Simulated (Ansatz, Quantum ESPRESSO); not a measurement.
## K3HO (Pm-3m): phonons by linear response

Wanted: phonon bands, density of states and zone-centre response of K3HO (Pm-3m).

Program: Quantum ESPRESSO 7.5. Level of theory: DFT LDA, scalar-relativistic, plane waves, PseudoDojo norm-conserving pseudopotentials. Results are calculated unless marked as measured.

The structure was built from a prototype and need not be the compound's stable phase.

## Step 1: The structure

It takes space group Pm-3m (No. 221, cubic). The conventional cell has a = 5.282 Å, b = 5.282 Å, c = 5.282 Å, α = 90.00°, β = 90.00°, γ = 90.00°. H has 12 K at 3.73 Å nearest. Nearest to O lie 6 K at 2.64 Å. K has 2 O at 2.64 Å nearest. Farther neighbours and most contacts between anions are not listed.

Structure file:

```cif
data_structure
_symmetry_space_group_name_H-M 'Pm-3m'
_symmetry_Int_Tables_number 221
_cell_length_a 5.2820
_cell_length_b 5.2820
_cell_length_c 5.2820
_cell_angle_alpha 90.000
_cell_angle_beta 90.000
_cell_angle_gamma 90.000
_cell_volume 147.37
loop_
_atom_site_label
_atom_site_type_symbol
_atom_site_symmetry_multiplicity
_atom_site_Wyckoff_symbol
_atom_site_fract_x
_atom_site_fract_y
_atom_site_fract_z
_atom_site_occupancy
H1 H 1 a 0.00000 0.00000 0.00000 1
O1 O 1 b 0.50000 0.50000 0.50000 1
K1 K 3 c 0.50000 0.50000 0.00000 1
```

## Step 2: A first look

A cheap run with smearing and empty bands tells whether the crystal has a gap, which decides between fixed occupations and smearing later on.

probe.in reads:

```
&control
   calculation = 'scf'
   prefix = 'x'
   outdir = './tmp'
   pseudo_dir = './pseudo'
   tprnfor = .true.
   tstress = .true.
   verbosity = 'high'
/
&system
   ibrav = 1
   celldm(1) = 9.98153339
   nat = 5
   ntyp = 3
   ecutwfc = 84.0
   occupations = 'smearing'
   smearing = 'gaussian'
   degauss = 0.01
/
&electrons
   conv_thr = 1.0d-07
   mixing_beta = 0.7
   electron_maxstep = 100
/
ATOMIC_SPECIES
 H       1.0080  H.upf
 O      15.9990  O.upf
 K      39.0983  K.upf
ATOMIC_POSITIONS crystal
 H      0.000000000   0.000000000   0.000000000
 O      0.500000000   0.500000000   0.500000000
 K      0.500000000   0.500000000   0.000000000
 K      0.500000000   0.000000000   0.500000000
 K      0.000000000   0.500000000   0.500000000
K_POINTS automatic
 4 4 4 0 0 0
```

On the command line:

```
$ OMP_NUM_THREADS=1 mpirun -n 4 pw.x -nk 4 -in probe.in > probe.out
```

The program printed:

```text
[banners, grids, parts of the stress and lines that vanish by symmetry left out]
Program PWSCF v.7.5
     bravais-lattice index     =            1
     lattice parameter (alat)  =       9.9815  a.u.
[...]
kinetic-energy cutoff     =      84.0000  Ry
     charge density cutoff     =     336.0000  Ry
     scf convergence threshold =      1.0E-07
[...]
Exchange-correlation= SLA  PW   NOGX NOGC
                           (   1   4   0   0   0   0   0)
[...]
48 Sym. Ops., with inversion, found
[...]
(     0          1          0      )
                  (     0          0          1      )
[...]
(  0.0000000  1.0000000  0.0000000 )
                  (  0.0000000  0.0000000  1.0000000 )
[...]
(     0         -1          0      )
                  (     0          0          1      )
[...]
( -1.0000000  0.0000000  0.0000000 )
                  (  0.0000000  1.0000000  0.0000000 )
[...]
number of k points=    10  Gaussian smearing, width (Ry)=  0.0100
[...]
End of self-consistent calculation
[...]
the Fermi energy is     3.1332 ev
!    total energy              =    -213.75907625 Ry
[...]
convergence has been achieved in  14 iterations
[...]
atom    1 type  1   force =     0.00000000    0.00000000    0.00000000
     atom    2 type  2   force =     0.00000000    0.00000000    0.00000000
     atom    3 type  3   force =     0.00000000    0.00000000    0.00000000
     atom    4 type  3   force =     0.00000000    0.00000000    0.00000000
     atom    5 type  3   force =     0.00000000    0.00000000    0.00000000
[...]
Total force =     0.000000     Total SCF correction =     0.000000
[...]
total   stress  (Ry/bohr**3)                   (kbar)     P=      -27.03
[...]
XML data file, charge density, pseudopotentials, collected wavefunctions

   JOB DONE.
```

The job ended after 15 s (4 MPI ranks of Intel Xeon Platinum 8488C (Sapphire Rapids), shared host).

This step gave:

```yaml
volume_per_atom: 29.47 Å³
pressure: -2.703 GPa
gap_on_the_k_mesh: 1.542 eV
```

A gap of 1.5 eV opens on this mesh, so the crystal is taken as an insulator; the start stands at -2.7 GPa.

## Step 3: Relaxation

The relaxation runs at a cutoff a fifth above that of the response, since stress converges more slowly with the basis than frequencies do. Forces and stress are brought to rest with tight thresholds.

relax.in reads:

```
&control
   calculation = 'vc-relax'
   prefix = 'x'
   outdir = './tmp'
   pseudo_dir = './pseudo'
   tprnfor = .true.
   tstress = .true.
   forc_conv_thr = 2.0d-05
   etot_conv_thr = 1.0d-07
   nstep = 40
/
&system
   ibrav = 1
   celldm(1) = 9.98153339
   nat = 5
   ntyp = 3
   ecutwfc = 101
   occupations = 'fixed'
   nbnd = 19
/
&electrons
   conv_thr = 1.0d-11
   mixing_beta = 0.7
   electron_maxstep = 100
/
&ions
/
&cell
   press_conv_thr = 0.2
/
ATOMIC_SPECIES
 H       1.0080  H.upf
 O      15.9990  O.upf
 K      39.0983  K.upf
ATOMIC_POSITIONS crystal
 H      0.000000000   0.000000000   0.000000000
 O      0.500000000   0.500000000   0.500000000
 K      0.500000000   0.500000000   0.000000000
 K      0.500000000   0.000000000   0.500000000
 K      0.000000000   0.500000000   0.500000000
K_POINTS automatic
 4 4 4 0 0 0
```

On the command line:

```
$ OMP_NUM_THREADS=1 mpirun -n 4 pw.x -nk 4 -in relax.in > relax.out
```

The program printed:

```text
[banners, grids, parts of the stress and lines that vanish by symmetry left out]
[banner, memory and clock lines left out]
Program PWSCF v.7.5

[...]
kinetic-energy cutoff     =     101.0000  Ry
     charge density cutoff     =     404.0000  Ry
     scf convergence threshold =      1.0E-11
[...]
energy convergence thresh.=      1.0E-07
     force convergence thresh. =      2.0E-05
     press convergence thresh. =      2.0E-01
     Exchange-correlation= SLA  PW   NOGX NOGC
                           (   1   4   0   0   0   0   0)
[...]
48 Sym. Ops., with inversion, found
[...]
number of k points=    10
[...]
End of self-consistent calculation
[...]
highest occupied, lowest unoccupied level (ev):     2.2081    3.7512
!    total energy              =    -213.75911221 Ry
[...]
convergence has been achieved in  19 iterations
[...]
atom    1 type  1   force =     0.00000000    0.00000000    0.00000000
     atom    2 type  2   force =     0.00000000    0.00000000    0.00000000
     atom    3 type  3   force =     0.00000000    0.00000000    0.00000000
     atom    4 type  3   force =     0.00000000    0.00000000    0.00000000
     atom    5 type  3   force =     0.00000000    0.00000000    0.00000000
     Total force =     0.000000     Total SCF correction =     0.000000
[...]
total   stress  (Ry/bohr**3)                   (kbar)     P=      -26.94
[...]
number of bfgs steps    =   0
[...]
CELL_PARAMETERS (alat=  9.98153339)
[...]
ATOMIC_POSITIONS (crystal)
H                0.0000000000        0.0000000000        0.0000000000
O                0.5000000000        0.5000000000        0.5000000000
K                0.5000000000        0.5000000000        0.0000000000
K                0.5000000000        0.0000000000        0.5000000000
[...]
New effective cutoffs (rho, wfc):  407.50  101.92
[...]
End of self-consistent calculation
[...]
highest occupied, lowest unoccupied level (ev):     2.2937    3.8389
!    total energy              =    -213.76153166 Ry
[...]
convergence has been achieved in   8 iterations
[...]
atom    1 type  1   force =     0.00000000    0.00000000    0.00000000
     atom    2 type  2   force =     0.00000000    0.00000000    0.00000000
     atom    3 type  3   force =     0.00000000    0.00000000    0.00000000
     atom    4 type  3   force =     0.00000000    0.00000000    0.00000000
     atom    5 type  3   force =     0.00000000    0.00000000    0.00000000
     Total force =     0.000000     Total SCF correction =     0.000000
[...]
total   stress  (Ry/bohr**3)                   (kbar)     P=      -25.38
[...]
number of bfgs steps    =   1
[...]
WARNING: bfgs curvature condition failed, Theta= 0.857
[...]
CELL_PARAMETERS (alat=  9.98153339)
[...]
ATOMIC_POSITIONS (crystal)
[...]
New effective cutoffs (rho, wfc):  413.18  103.35
[...]
End of self-consistent calculation
[...]
highest occupied, lowest unoccupied level (ev):     2.4261    3.9734
!    total energy              =    -213.76483651 Ry
[...]
convergence has been achieved in   9 iterations
[...]
atom    1 type  1   force =     0.00000000    0.00000000    0.00000000
     atom    2 type  2   force =     0.00000000    0.00000000    0.00000000
     atom    3 type  3   force =     0.00000000    0.00000000    0.00000000
[...]
New effective cutoffs (rho, wfc):  451.75  112.99
[...]
highest occupied, lowest unoccupied level (ev):     3.3833    4.9032
!    total energy              =    -213.77461001 Ry
[...]
convergence has been achieved in  10 iterations
[...]
Total force =     0.000000     Total SCF correction =     0.000000
[...]
total   stress  (Ry/bohr**3)                   (kbar)     P=        2.02
[...]
number of bfgs steps    =   5
[...]
New effective cutoffs (rho, wfc):  449.06  112.32
[...]
highest occupied, lowest unoccupied level (ev):     3.3131    4.8373
!    total energy              =    -213.77465749 Ry
[...]
convergence has been achieved in   9 iterations
[...]
Total force =     0.000000     Total SCF correction =     0.000000
[...]
total   stress  (Ry/bohr**3)                   (kbar)     P=       -0.16
[...]
number of bfgs steps    =   6
[...]
New effective cutoffs (rho, wfc):  449.25  112.37
[...]
highest occupied, lowest unoccupied level (ev):     3.3183    4.8421
!    total energy              =    -213.77465780 Ry
[...]
convergence has been achieved in   9 iterations
[...]
Total force =     0.000000     Total SCF correction =     0.000000
[...]
total   stress  (Ry/bohr**3)                   (kbar)     P=       -0.00
[...]
number of bfgs steps    =   7
[...]
small trust_radius: resetting bfgs history
[...]
CELL_PARAMETERS (alat=  9.98153339)
[...]
ATOMIC_POSITIONS (crystal)
[...]
New effective cutoffs (rho, wfc):  449.25  112.37
[...]
End of self-consistent calculation
[...]
highest occupied, lowest unoccupied level (ev):     3.3183    4.8421
!    total energy              =    -213.77465780 Ry
[...]
convergence has been achieved in   3 iterations
[...]
atom    3 type  3   force =     0.00000000    0.00000000    0.00000000
     atom    4 type  3   force =     0.00000000    0.00000000    0.00000000
     atom    5 type  3   force =     0.00000000    0.00000000    0.00000000
     Total force =     0.000000     Total SCF correction =     0.000000
[...]
total   stress  (Ry/bohr**3)                   (kbar)     P=       -0.00
[...]
bfgs converged in   9 scf cycles and   8 bfgs steps
[...]
End of BFGS Geometry Optimization
     Final enthalpy           =    -213.7746577991 Ry
     File ./tmp/x.bfgs deleted, as requested
[...]
CELL_PARAMETERS (alat=  9.98153339)
[...]
ATOMIC_POSITIONS (crystal)
[...]
K                0.5000000000        0.0000000000        0.5000000000
K                0.0000000000        0.5000000000        0.5000000000
[...]
Final scf calculation at the relaxed structure.
[...]
kinetic-energy cutoff     =     101.0000  Ry
     charge density cutoff     =     404.0000  Ry
     scf convergence threshold =      1.0E-13
[...]
press convergence thresh. =      2.0E-01
     Exchange-correlation= SLA  PW   NOGX NOGC
                           (   1   4   0   0   0   0   0)
[...]
48 Sym. Ops., with inversion, found
[...]
number of k points=    10
[...]
End of self-consistent calculation
[...]
highest occupied, lowest unoccupied level (ev):     3.3183    4.8421
!    total energy              =    -213.77464815 Ry
[...]
convergence has been achieved in  28 iterations
[...]
atom    1 type  1   force =     0.00000000    0.00000000    0.00000000
     atom    2 type  2   force =     0.00000000    0.00000000    0.00000000
     atom    3 type  3   force =     0.00000000    0.00000000    0.00000000
     atom    4 type  3   force =     0.00000000    0.00000000    0.00000000
     atom    5 type  3   force =     0.00000000    0.00000000    0.00000000
     Total force =     0.000000     Total SCF correction =     0.000000
[...]
total   stress  (Ry/bohr**3)                   (kbar)     P=        0.00
[...]
XML data file, charge density, pseudopotentials, collected wavefunctions
```

Elapsed: 2.5 min, on 4 MPI ranks; 10 min of CPU time.

The steps of the relaxation:

```
step  energy less that of the first step (eV)  largest force (eV/Å)  pressure (GPa)  volume (Å³)
   1                                   0.0000                0.0000           -2.69       147.37
   2                                  -0.0329                0.0000           -2.54       145.35
   3                                  -0.0779                0.0000           -2.28       142.36
   4                                  -0.1345                0.0000           -1.83       137.96
   5                                  -0.1921                0.0000           -1.00       131.52
   6                                  -0.2109                0.0000            0.20       124.52
   7                                  -0.2115                0.0000           -0.02       125.65
   8                                  -0.2115                0.0000            0.00       125.56
   9                                  -0.2115                0.0000            0.00       125.56
  10                                  -0.2114                0.0000            0.00       125.56
```

```
conventional cell, symmetrised  before  after   change
                         a (Å)   5.282  5.008   -5.2 %
                         b (Å)   5.282  5.008   -5.2 %
                         c (Å)   5.282  5.008   -5.2 %
              volume (Å³/atom)   29.47  25.11  -14.8 %
```

The relaxed structure:

```xyz
5
Lattice="5.0075 0.0000 0.0000 0.0000 5.0075 0.0000 0.0000 0.0000 5.0075" Properties=species:S:1:pos:R:3 pbc="T T T"
H     0.0000    0.0000    0.0000
O     2.5038    2.5038    2.5038
K     2.5038    2.5038    0.0000
K     2.5038    0.0000    2.5038
K     0.0000    2.5038    2.5038
```

The last row of the table of steps is pw.x's closing run on a basis chosen anew for the final cell, so its energy can jump.

Numbers from this step:

```yaml
volume_per_atom: 25.11 Å³
pressure: 0 GPa
gap_on_the_k_mesh: 1.524 eV
```

The volume changes by -14.8 % from the cell with which this run began.

## Step 4: Ground state

Perturbation theory inherits every error of the wavefunctions, so the threshold is set near the limit of the arithmetic. With a gap, occupations are fixed, which also allows the response to an electric field.

scf.in reads:

```
&control
   calculation = 'scf'
   prefix = 'x'
   outdir = './tmp'
   pseudo_dir = './pseudo'
   tprnfor = .true.
   tstress = .true.
/
&system
   ibrav = 1
   celldm(1) = 9.46281943
   nat = 5
   ntyp = 3
   ecutwfc = 84.0
   occupations = 'fixed'
   nbnd = 19
/
&electrons
   conv_thr = 1.0d-12
   mixing_beta = 0.7
   electron_maxstep = 100
/
ATOMIC_SPECIES
 H       1.0080  H.upf
 O      15.9990  O.upf
 K      39.0983  K.upf
ATOMIC_POSITIONS crystal
 H      0.000000000   0.000000000   0.000000000
 O      0.500000000   0.500000000   0.500000000
 K      0.500000000   0.500000000   0.000000000
 K      0.500000000   0.000000000   0.500000000
 K      0.000000000   0.500000000   0.500000000
K_POINTS automatic
 4 4 4 0 0 0
```

On the command line:

```
$ OMP_NUM_THREADS=1 mpirun -n 4 pw.x -nk 4 -in scf.in > scf.out
```

The program printed:

```text
[banners, grids, parts of the stress and lines that vanish by symmetry left out]
[banner, memory and clock lines left out]
Program PWSCF v.7.5

[...]
kinetic-energy cutoff     =      84.0000  Ry
     charge density cutoff     =     336.0000  Ry
     scf convergence threshold =      1.0E-12
[...]
Exchange-correlation= SLA  PW   NOGX NOGC
                           (   1   4   0   0   0   0   0)
[...]
48 Sym. Ops., with inversion, found
[...]
number of k points=    10
[...]
End of self-consistent calculation
[...]
highest occupied, lowest unoccupied level (ev):     3.3183    4.8421
!    total energy              =    -213.77461297 Ry
[...]
convergence has been achieved in  16 iterations
[...]
atom    1 type  1   force =     0.00000000    0.00000000    0.00000000
     atom    2 type  2   force =     0.00000000    0.00000000    0.00000000
     atom    3 type  3   force =     0.00000000    0.00000000    0.00000000
     atom    4 type  3   force =     0.00000000    0.00000000    0.00000000
     atom    5 type  3   force =     0.00000000    0.00000000    0.00000000
     Total force =     0.000000     Total SCF correction =     0.000000
[...]
total   stress  (Ry/bohr**3)                   (kbar)     P=       -0.07
[...]
XML data file, charge density, pseudopotentials, collected wavefunctions
```

It took 14 s on 4 MPI ranks.

Numbers from this step:

```yaml
pressure: -0.007000 GPa
```

The cell stands at -0.0070 GPa, close enough for phonons.

(Continued in part 2 of 4.)

[Host names and launcher messages were left out of these logs when they were recorded.]

[Logs are printed without paths, hosts, clocks, repeated set-up lines and the standing remarks that a program may print on its own settings, such as how far it seeks lower states.]

[Hosts, paths, dates, database ids (printed as entryN), source tags and the programs' standing remarks are cut or masked in the printed files.]
